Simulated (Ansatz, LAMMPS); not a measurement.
# Zn34Te25S9 with crystalline order left by the classical run (68 atoms) under strain, part 2 of 3

How stiff is Zn34Te25S9 with crystalline order left by the classical run (68 atoms), and how do its levels respond to strain?

Ansatz 0.2.0; Kohn-Sham DFT, PBE, PAW (set soft_1), plane waves.

The cell: 34 Zn, 25 Te and 9 S. The quench rate of 5 K/ps far exceeds what a furnace or splat quench reaches. The network of bonds at the start is that of the classical potential that made the cell. Only the Γ point is sampled. No spin–orbit coupling is included.

So far. Step 2 (Single point at the start): The r.m.s. force at the start is 0.27 eV/Å. Step 3 (Cell and atoms relaxed): The relaxation converged after 15 steps, with a largest force component of 0.034 eV/Å.

### Step 4. Single point at the relaxed geometry

The electronic structure is read at the final geometry, in a run of its own.

Input file input.yaml:

```yaml
crystal:
  lattice:
    - [13.06053, 0.17985, 0.77223]
    - [0.17985, 11.47513, -0.237]
    - [0.77223, -0.237, 12.92341]
  atoms:
    - { symbol: Zn, position: [0.64456, 0.33657, 0.19995] }
    - { symbol: Zn, position: [0.50091, 0.54278, 0.9816] }
    - { symbol: Zn, position: [0.03269, 0.39283, 0.7502] }
    - { symbol: Zn, position: [0.10339, 0.52307, 0.45667] }
    - { symbol: Zn, position: [0.631, 0.02065, 0.72329] }
    - { symbol: Zn, position: [0.20691, 0.84922, 0.5363] }
    [... 56 atom lines left out ...]
    - { symbol: S, position: [0.7843, 0.68948, 0.34776] }
    - { symbol: S, position: [0.64293, 0.02753, 0.89654] }
    - { symbol: S, position: [0.64696, 0.86982, 0.13822] }
    - { symbol: S, position: [0.34395, 0.87936, 0.1494] }
    - { symbol: S, position: [0.51413, 0.89619, 0.64907] }
    - { symbol: S, position: [0.29446, 0.00064, 0.42759] }
kpoints:
  mp_grid: { grid: [1, 1, 1] }
hamiltonian:
  xc: pbe
  pseudopotentials: { kind: paw, azcp: { folder: soft_1 } }
scf:
  occupations: { method: gaussian, width: 0.025 }
output:
  forces: true
  stress: true
  populations: true
  dos:
    method: { smearing: { sigma: 0.08 } }
    de: 0.1
    projected: { site_lists: { S: [S], Te: [Te], Zn: [Zn] } }
  eigenvalues: true
  write_density: true
  write_potential: true
  volumetric_format: npy
  elf: true
```

Launch:

```
> ansatz run input.yaml --threads 4 --pin off --max-ram 15872MiB --backend cpu --events-out ev --progress --plain --runs-dir out
```

Numbers of over 12 decimals in the logs are rounded to 6 here.

Output:

```text
[...]
Crystal: 68 atoms, lattice volume = 1928.787 Å³
Basis set: ecut = 420 eV, 37727 PW (Γ), exchange–correlation on 180×160×180 points (8 copies of the dense FFT grid, shifted against one another)
Bands: 518, of which v1, the nominal top of the filled ones, is band 431 counted from 1 (430 counted from 0)
Symmetry: 1 space group operations
[...]
k-points: 1
[...]
SCF iter   1: F=—  HF=-295498.007740 eV  |F-HF|=—  |Δ(HF+E_count)|=         —  Δρ=2.95e-2  dr2=1.98e1  ethr=3.10e-3  ⟨swp⟩=6.0  Hψ=2156  notcnv=0  defer=52
[...]
SCF iter  13: F=-295494.169553 eV  HF=-295494.169553 eV  |F-HF|=1.75e-8  |Δ(HF+E_count)|=   5.53e-7  Δρ=2.28e-6  dr2=9.46e-8  ethr=1.16e-11  ⟨swp⟩=24.0  Hψ=5045  notcnv=0
SCF 1 converged in 13 iterations: F = -295494.169553 eV  dr2 = 9.46e-8
[...]
SCF converged after 13 iterations
Free energy (F): -295494.169553 eV
[...]
Internal energy: -295494.169553 eV  (E = F + TS)
E sigma→0 (E₀):  -295494.169553 eV
Fermi energy:    6.395359 eV
[...]
--- Forces (eV/Å), atoms counted from 1 ---
  atom   1  Zn    -0.00906398     0.00283521    -0.00091431
  atom   2  Zn     0.00529044     0.00081096     0.00135543
  atom   3  Zn    -0.00172621    -0.02090815    -0.01349493
  atom   4  Zn    -0.00215608     0.01071740     0.00373540
  atom   5  Zn     0.00190345     0.00441992    -0.00173069
  atom   6  Zn     0.00459526     0.02775004    -0.02156645
  atom   7  Zn     0.01131473    -0.00442429     0.00231178
  atom   8  Zn    -0.00537771     0.00117252     0.00007757
  atom   9  Zn     0.00307487    -0.00647645    -0.00296736
  atom  10  Zn     0.00385831     0.00795268    -0.00002324
  atom  11  Zn     0.00670095    -0.00454303     0.00642760
  atom  12  Zn     0.00073439     0.00382843    -0.00134454
  atom  13  Zn    -0.00251061     0.00068544    -0.00860774
  atom  14  Zn    -0.00092553    -0.00664090     0.00775653
[...]
atom  67  S      0.00601498    -0.01384776     0.01611524
  atom  68  S     -0.02168242    -0.03236067     0.01004406
  max |Σ_I F_I| component: 1.82e-5 eV/Å
--- Stress (GPa, compression-positive) ---
        0.022229      -0.004354       0.029715
       -0.004354      -0.017408      -0.001380
        0.029715      -0.001380      -0.003342
  P = ⅓ Tr σ = 0.0005 GPa (0.005 kbar)
--- Band table (eV) ---
[...]
--- Löwdin populations: 68 sites ---
  site symbol       q [e]
     0     Zn     10.8551
     1     Zn     10.8173
     2     Zn     10.8724
[...]
67      S      7.0877
  spilling = 0.008478 (of n_electrons = 862.000000)
```

Elapsed: 51 s, on 4 threads of Arm Neoverse V2, shared host; peak memory 2.8 GiB; 3.3 min of CPU time.

Read from the output:

```
free energy                                      : -295494.1696 eV
free energy per atom                             : -4345.5025 eV/atom
SCF cycles                                       : 13
pressure                                         : 0.0004928 GPa
r.m.s. force component                           : 0.00965 eV/Å
longest force                                    : 0.04023 eV/Å
Fermi energy                                     : 6.395 eV
gap (highest filled to lowest empty level) : 0.9316 eV
spilling of the projection                       : 0.008478
```

### Step 5. Volume -3 %

The relaxed cell is scaled evenly and the atoms are relaxed again; the stress at the end gives one point of P(V).

input.yaml, the sections that differ from step 4:

```yaml
crystal:
  lattice:
    - [12.9286, 0.17803, 0.76443]
    - [0.17803, 11.35921, -0.23461]
    - [0.76443, -0.23461, 12.79286]
  atoms:
    [... the 68 atom lines of step 4 ...]
output:
  forces: true
  eigenvalues: true
  stress: true
relax:
  f_tol: 0.05
  max_steps: 70
# kpoints, hamiltonian, scf: as in step 4
```

Output:

```text
Warning: output.stress: scf.convergence.dr2_threshold = 1e-7 eV (the SCF's general default) is looser than the 6.8e-9 eV advised for a printed stress (1e-10 eV for each atom of the cell: 68). What an SCF threshold leaves in a stress goes as its square root, and in the free energy as the threshold itself, and one threshold admits the most on a small cell: [...]
[...]
Crystal: 68 atoms, lattice volume = 1870.924 Å³
Basis set: ecut = 420 eV, 36575 PW (Γ), exchange–correlation on 180×160×180 points (8 copies of the dense FFT grid, shifted against one another)
Bands: 518, of which v1, the nominal top of the filled ones, is band 431 counted from 1 (430 counted from 0)
Symmetry: 1 space group operations
[...]
k-points: 1
[...]
SCF iter   1: F=—  HF=-295497.736547 eV  |F-HF|=—  |Δ(HF+E_count)|=         —  Δρ=2.95e-2  dr2=1.98e1  ethr=3.10e-3  ⟨swp⟩=6.0  Hψ=2156  notcnv=0  defer=51
[...]
SCF iter   9: F=—  HF=-295493.919455 eV  |F-HF|=—  |Δ(HF+E_count)|=   1.83e-4  Δρ=3.24e-5  dr2=2.02e-5  ethr=1.33e-8  ⟨swp⟩=2.0  Hψ=744  notcnv=0  defer=80
SCF iter  10: F=-295493.919482 eV  HF=-295493.919491 eV  |F-HF|=8.94e-6  |Δ(HF+E_count)|=   3.59e-5  Δρ=2.94e-5  dr2=1.09e-5  ethr=2.34e-9  ⟨swp⟩=18.0  Hψ=3070  notcnv=0
SCF 1 converged in 10 iterations: F = -295493.919482 eV  dr2 = 1.09e-5
[...]
relax step   1: F+E_penalty+E_count = -295493.91948238 eV  Δ(F+E_penalty+E_count) = +0.000e0 eV  max|allowed force component| = 2.136e-1 eV/Å  Δτ_max = 0.0000 Å  (10 SCF iters, dr2 threshold 6.25e-5 eV, accepted)
[...]
relax step   2: F+E_penalty+E_count = -295493.95294119 eV  Δ(F+E_penalty+E_count) = -3.346e-2 eV  max|allowed force component| = 2.365e-1 eV/Å  Δτ_max = 0.1313 Å  (8 SCF iters, dr2 threshold 2.85e-6 eV, accepted)
[...]
relax step   3: F+E_penalty+E_count = -295493.98904854 eV  Δ(F+E_penalty+E_count) = -3.611e-2 eV  max|allowed force component| = 5.184e-2 eV/Å  Δτ_max = 0.0716 Å  (6 SCF iters, dr2 threshold 3.49e-6 eV, accepted)
relax step   4: F+E_penalty+E_count = -295493.92365501 eV  Δ(F+E_penalty+E_count) = +6.539e-2 eV  max|allowed force component| = 3.164e-1 eV/Å  Δτ_max = 0.2000 Å  (10 SCF iters, rejected (line search))
[...]
relax step   5: F+E_penalty+E_count = -295493.99636192 eV  Δ(F+E_penalty+E_count) = -7.313e-3 eV  max|allowed force component| = 2.367e-2 eV/Å  Δτ_max = 0.0632 Å  (9 SCF iters, accepted)
SCF converged after 9 iterations
Free energy (F): -295493.996362 eV
[...]
Internal energy: -295493.996362 eV  (E = F + TS)
E sigma→0 (E₀):  -295493.996362 eV
Fermi energy:    6.726531 eV
[...]
Σ components = -295493.996362   (vs F -295493.996362, Δ=0.00e0)
--- Forces (eV/Å), atoms counted from 1 ---
  atom   1  Zn    -0.00314026    -0.00182149     0.00266437
  atom   2  Zn     0.00549495     0.00228841    -0.00186599
  atom   3  Zn    -0.00263172     0.00192073     0.00087722
  atom   4  Zn     0.00081781     0.00266631    -0.00049090
[...]
atom  68  S     -0.00937908     0.02366690    -0.00565322
  max |Σ_I F_I| component: 5.40e-6 eV/Å
--- Stress (GPa, compression-positive) ---
        0.952143       0.007919       0.005304
        0.007919       1.037800      -0.052780
        0.005304      -0.052780       0.994554
  P = ⅓ Tr σ = 0.9948 GPa (9.948 kbar)
--- Band table (eV) ---
[...]
--- Relaxed structure (5 steps of the walk, 4 accepted, 0 SCFs on fresh bases) ---
  F+E_penalty+E_count = -295493.99636192 eV   max|allowed force component| = 2.367e-2 eV/Å
  atoms:
    - { symbol: Zn, position: [0.643279, 0.335535, 0.198879] }
    - { symbol: Zn, position: [0.501692, 0.544191, 0.981055] }
    - { symbol: Zn, position: [0.032027, 0.389934, 0.747993] }
    - { symbol: Zn, position: [0.100893, 0.524602, 0.456643] }
[...]
- { symbol: S, position: [0.293589, 0.000936083, 0.427159] }
```

Wall time 2.7 min (4 threads); peak memory 2.8 GiB; 10 min of CPU time.

The program notes that the SCF threshold is loose for the stress.

The relaxation converged after 5 steps, 0.0769 eV below its start, with a largest force component of 0.024 eV/Å.

Volume -3 %: the energy stands 0.173 eV above that of the reference, at a pressure of 0.995 GPa.

### Step 6. Volume +3 %

The relaxed cell is scaled to another volume.

Input and log are left out; they have the form of those shown for this kind of step.

Wall time 2 min (4 threads of Arm Neoverse V2, shared host); peak memory 2.9 GiB; 7.7 min of CPU time.

The relaxation converged after 4 steps, 0.0575 eV below its start, with a largest force component of 0.033 eV/Å.

Volume +3 %: the energy stands 0.165 eV above that of the reference, at a pressure of -0.907 GPa.

### Step 7. Volume -6 %

The relaxed cell is scaled to another volume.

Input and log are left out; they have the form of those shown for this kind of step.

Elapsed: 2.7 min, on 4 threads of Arm Neoverse V2, shared host; peak memory 2.8 GiB; 10 min of CPU time.

The relaxation converged after 6 steps, 0.323 eV below its start, with a largest force component of 0.037 eV/Å.

Volume -6 %: the energy stands 0.736 eV above that of the reference, at a pressure of 2.13 GPa.

### Step 8. Volume +6 %

The relaxed cell is scaled to another volume.

Input and log are left out; they have the form of those shown for this kind of step.

Run time: 2.8 min. Hardware: 4 threads of Arm Neoverse V2, shared host; peak memory 3 GiB.

The relaxation converged after 5 steps, 0.229 eV below its start, with a largest force component of 0.026 eV/Å.

Volume +6 %: the energy stands 0.615 eV above that of the reference, at a pressure of -1.62 GPa.

### Step 9. Volume -10 %

The relaxed cell is scaled to another volume.

Input and log are left out; they have the form of those shown for this kind of step.

Wall time 6.5 min (4 threads of Arm Neoverse V2, shared host); peak memory 2.7 GiB.

The relaxation converged after 14 steps, 1.17 eV below its start, with a largest force component of 0.043 eV/Å.

Volume -10 %: the energy stands 2.01 eV above that of the reference, at a pressure of 3.27 GPa.

### Step 10. Stretched by 1 % along x

The relaxed cell is strained along x alone, which gives the stiffness along x and its coupling to y and z.

input.yaml, the sections that differ from step 5:

```yaml
crystal:
  lattice:
    - [13.19114, 0.17985, 0.77223]
    - [0.18165, 11.47513, -0.237]
    - [0.77995, -0.237, 12.92341]
  atoms:
    [... the 68 atom lines of step 4 ...]
# kpoints, hamiltonian, scf, output, relax: as in step 5
```

Output:

```text
[...]
Crystal: 68 atoms, lattice volume = 1948.076 Å³
Basis set: ecut = 420 eV, 38071 PW (Γ), exchange–correlation on 180×160×180 points (8 copies of the dense FFT grid, shifted against one another)
Bands: 518, of which v1, the nominal top of the filled ones, is band 431 counted from 1 (430 counted from 0)
Symmetry: 1 space group operations
[...]
k-points: 1
[...]
SCF iter   1: F=—  HF=-295497.986088 eV  |F-HF|=—  |Δ(HF+E_count)|=         —  Δρ=2.94e-2  dr2=1.99e1  ethr=3.10e-3  ⟨swp⟩=7.0  Hψ=2308  notcnv=0  defer=50
[...]
SCF iter   9: F=—  HF=-295494.124528 eV  |F-HF|=—  |Δ(HF+E_count)|=   1.73e-4  Δρ=3.31e-5  dr2=2.25e-5  ethr=1.37e-8  ⟨swp⟩=2.0  Hψ=741  notcnv=0  defer=83
SCF iter  10: F=-295494.124565 eV  HF=-295494.124572 eV  |F-HF|=6.87e-6  |Δ(HF+E_count)|=   4.42e-5  Δρ=2.65e-5  dr2=9.17e-6  ethr=2.62e-9  ⟨swp⟩=17.0  Hψ=3340  notcnv=0
SCF 1 converged in 10 iterations: F = -295494.124565 eV  dr2 = 9.17e-6
[...]
relax step   1: F+E_penalty+E_count = -295494.12456517 eV  Δ(F+E_penalty+E_count) = +0.000e0 eV  max|allowed force component| = 1.110e-1 eV/Å  Δτ_max = 0.0000 Å  (10 SCF iters, dr2 threshold 6.25e-5 eV, accepted)
[...]
relax step   2: F+E_penalty+E_count = -295494.12916906 eV  Δ(F+E_penalty+E_count) = -4.604e-3 eV  max|allowed force component| = 1.271e-1 eV/Å  Δτ_max = 0.0805 Å  (9 SCF iters, accepted)
[...]
relax step   3: F+E_penalty+E_count = -295494.14181609 eV  Δ(F+E_penalty+E_count) = -1.265e-2 eV  max|allowed force component| = 3.056e-2 eV/Å  Δτ_max = 0.0465 Å  (8 SCF iters, accepted)
SCF converged after 8 iterations
Free energy (F): -295494.141816 eV
[...]
Internal energy: -295494.141816 eV  (E = F + TS)
E sigma→0 (E₀):  -295494.141816 eV
Fermi energy:    6.277025 eV
[...]
Σ components = -295494.141816   (vs F -295494.141816, Δ=0.00e0)
--- Forces (eV/Å), atoms counted from 1 ---
  atom   1  Zn    -0.00048810    -0.00192722     0.00026101
  atom   2  Zn     0.00210001    -0.00336702     0.00411585
  atom   3  Zn     0.00114416    -0.00855450     0.00141724
  atom   4  Zn     0.00337578    -0.00500372    -0.00085159
[...]
atom  68  S     -0.01405704    -0.00504733     0.01082757
  max |Σ_I F_I| component: 1.42e-5 eV/Å
--- Stress (GPa, compression-positive) ---
       -0.500806      -0.000921       0.032888
       -0.000921      -0.217039      -0.018182
        0.032888      -0.018182      -0.188029
  P = ⅓ Tr σ = -0.3020 GPa (-3.020 kbar)
--- Band table (eV) ---
[...]
--- Relaxed structure (3 steps of the walk, 3 accepted, 0 SCFs on fresh bases) ---
  F+E_penalty+E_count = -295494.14181609 eV   max|allowed force component| = 3.056e-2 eV/Å
  atoms:
    - { symbol: Zn, position: [0.644905, 0.336222, 0.200114] }
    - { symbol: Zn, position: [0.500840, 0.543321, 0.982126] }
    - { symbol: Zn, position: [0.033395, 0.392325, 0.749228] }
    - { symbol: Zn, position: [0.104767, 0.523861, 0.456598] }
[...]
- { symbol: S, position: [0.294546, -0.000187408, 0.427781] }
```

The job ended after 100 s (4 threads; peak memory 2.9 GiB).

The relaxation converged after 3 steps, 0.0173 eV below its start, with a largest force component of 0.031 eV/Å.

Stretched by 1 % along x: the energy stands 0.0277 eV above that of the reference, at a pressure of -0.302 GPa.

### Step 11. Compressed by 1 % along x

The relaxed cell is strained along x alone, which gives the stiffness along x and its coupling to y and z.

input.yaml, the sections that differ from step 10:

```yaml
crystal:
  lattice:
    - [12.92992, 0.17985, 0.77223]
    - [0.17805, 11.47513, -0.237]
    - [0.76451, -0.237, 12.92341]
  atoms:
    [... the 68 atom lines of step 4 ...]
# kpoints, hamiltonian, scf, output, relax: as in step 10
```

Output:

```text
[...]
Crystal: 68 atoms, lattice volume = 1909.499 Å³
Basis set: ecut = 420 eV, 37355 PW (Γ), exchange–correlation on 180×160×180 points (8 copies of the dense FFT grid, shifted against one another)
Bands: 518, of which v1, the nominal top of the filled ones, is band 431 counted from 1 (430 counted from 0)
Symmetry: 1 space group operations
[...]
k-points: 1
[...]
SCF iter   1: F=—  HF=-295497.933523 eV  |F-HF|=—  |Δ(HF+E_count)|=         —  Δρ=2.95e-2  dr2=1.98e1  ethr=3.10e-3  ⟨swp⟩=6.0  Hψ=2156  notcnv=0  defer=52
[...]
SCF iter  10: F=-295494.117080 eV  HF=-295494.117087 eV  |F-HF|=7.31e-6  |Δ(HF+E_count)|=   4.57e-5  Δρ=2.72e-5  dr2=9.50e-6  ethr=2.79e-9  ⟨swp⟩=17.0  Hψ=3080  notcnv=0
SCF 1 converged in 10 iterations: F = -295494.117080 eV  dr2 = 9.50e-6
[...]
relax step   1: F+E_penalty+E_count = -295494.11707989 eV  Δ(F+E_penalty+E_count) = +0.000e0 eV  max|allowed force component| = 1.480e-1 eV/Å  Δτ_max = 0.0000 Å  (10 SCF iters, dr2 threshold 6.25e-5 eV, accepted)
[...]
relax step   2: F+E_penalty+E_count = -295494.12635187 eV  Δ(F+E_penalty+E_count) = -9.272e-3 eV  max|allowed force component| = 1.362e-1 eV/Å  Δτ_max = 0.0879 Å  (9 SCF iters, accepted)
[...]
relax step   3: F+E_penalty+E_count = -295494.13918746 eV  Δ(F+E_penalty+E_count) = -1.284e-2 eV  max|allowed force component| = 3.409e-2 eV/Å  Δτ_max = 0.0524 Å  (8 SCF iters, accepted)
SCF converged after 8 iterations
Free energy (F): -295494.139187 eV
[...]
Internal energy: -295494.139187 eV  (E = F + TS)
E sigma→0 (E₀):  -295494.139187 eV
Fermi energy:    6.513124 eV
[...]
--- Forces (eV/Å), atoms counted from 1 ---
  atom   1  Zn    -0.00263224    -0.00146344     0.00226541
  atom   2  Zn     0.00301933     0.00722470    -0.00059611
  atom   3  Zn    -0.00163296    -0.00942682    -0.01814504
  atom   4  Zn    -0.00096783     0.00691670     0.00090325
  atom   5  Zn     0.00584001     0.00543174     0.00689404
  atom   6  Zn     0.00460018     0.00829143     0.00037827
  atom   7  Zn     0.00463463    -0.00761776     0.01164248
  atom   8  Zn     0.00322111     0.00395960    -0.00420816
  atom   9  Zn    -0.00494539     0.01144662     0.00267551
  atom  10  Zn    -0.00263968     0.00305076    -0.00291839
  atom  11  Zn     0.01546469    -0.01232362     0.00141811
  atom  12  Zn    -0.00066544     0.00345108    -0.00292472
  atom  13  Zn    -0.00175331    -0.00381509    -0.00505922
  atom  14  Zn    -0.00121165    -0.00277049     0.00305330
[...]
atom  67  S      0.00798003    -0.01574635     0.00063519
  atom  68  S     -0.00437359    -0.00721524     0.01896661
  max |Σ_I F_I| component: 8.00e-6 eV/Å
--- Stress (GPa, compression-positive) ---
        0.552841       0.000379       0.018711
        0.000379       0.184649       0.013449
        0.018711       0.013449       0.202789
  P = ⅓ Tr σ = 0.3134 GPa (3.134 kbar)
--- Band table (eV) ---
[...]
--- Relaxed structure (3 steps of the walk, 3 accepted, 0 SCFs on fresh bases) ---
  F+E_penalty+E_count = -295494.13918746 eV   max|allowed force component| = 3.409e-2 eV/Å
  atoms:
    - { symbol: Zn, position: [0.644544, 0.336723, 0.199896] }
    - { symbol: Zn, position: [0.501218, 0.543563, 0.981818] }
    - { symbol: Zn, position: [0.031955, 0.392153, 0.749903] }
    - { symbol: Zn, position: [0.102556, 0.522554, 0.456006] }
[...]
- { symbol: S, position: [0.293189, 0.000680131, 0.427281] }
```

Run time: 97 s. Hardware: 4 threads; peak memory 2.9 GiB.

The relaxation converged after 3 steps, 0.0221 eV below its start, with a largest force component of 0.034 eV/Å.

Compressed by 1 % along x: the energy stands 0.0304 eV above that of the reference, at a pressure of 0.313 GPa.

[end of part 2 of 3]

[Logs are printed without paths, hosts, clocks, repeated set-up lines and the standing remarks that a program may print on its own settings, such as how far it seeks lower states.]

[Hosts, paths, dates, database ids (printed as entryN), source tags and the programs' standing remarks are cut or masked in the printed files.]
